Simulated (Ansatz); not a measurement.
Quasiparticle gap of SiO2 (I-42d). Symmetry: I-42d, No. 122, tetragonal system. Conventional cell: a = 4.748 Å, b = 4.748 Å, c = 7.488 Å, α = 90.00°, β = 90.00°, γ = 90.00°. Nearest to Si lie 4 O at 1.62 Å. O has 2 Si at 1.62 Å nearest. Farther neighbours and most contacts between anions are not listed. The calculation used DFT, LDA, plane waves, PAW; PAW set soft_1 (and 1 further level or step) in Ansatz 0.2.0, with cutoff 420 eV, 8×8×8 k-mesh, smearing width 0.02 eV, PAW set soft 1 in one of its runs. The LDA gap is 5.82 eV, direct. The G0W0 gap on the mesh is 9.36 eV, from k = Γ to k = Γ. The GW settings are 6×6×6 mesh, 1419 empty bands, screening to 380 eV, hard PAW files. The known limits are not at the basis limit. It took 2 runs, 14 min in all on 1 × NVIDIA H100 80GB HBM3 (shared by 3 runs) with 4 threads of AMD EPYC 7R13 (Zen 3), shared host (the runs of this entry). The correction moves the gap on the mesh from 5.83 eV to 9.36 eV (+3.53 eV): the valence edge shifts by −2.22 eV and the conduction edge by +1.31 eV on the run's own scale. Z is 0.80 and 0.87 at the edges, as usual for well-defined quasiparticles. The cell and positions come from the Crystallography Open Database and are kept as given unless a step says otherwise.

[Runs of the session that timed out or met a known fault of the program may be left out.]

[Cells called generated may have been cut or substituted from an entry of the Crystallography Open Database or the Materials Project.]

[Hosts, paths, dates, database ids (printed as entryN), source tags and the programs' standing remarks are cut or masked in the printed files.]
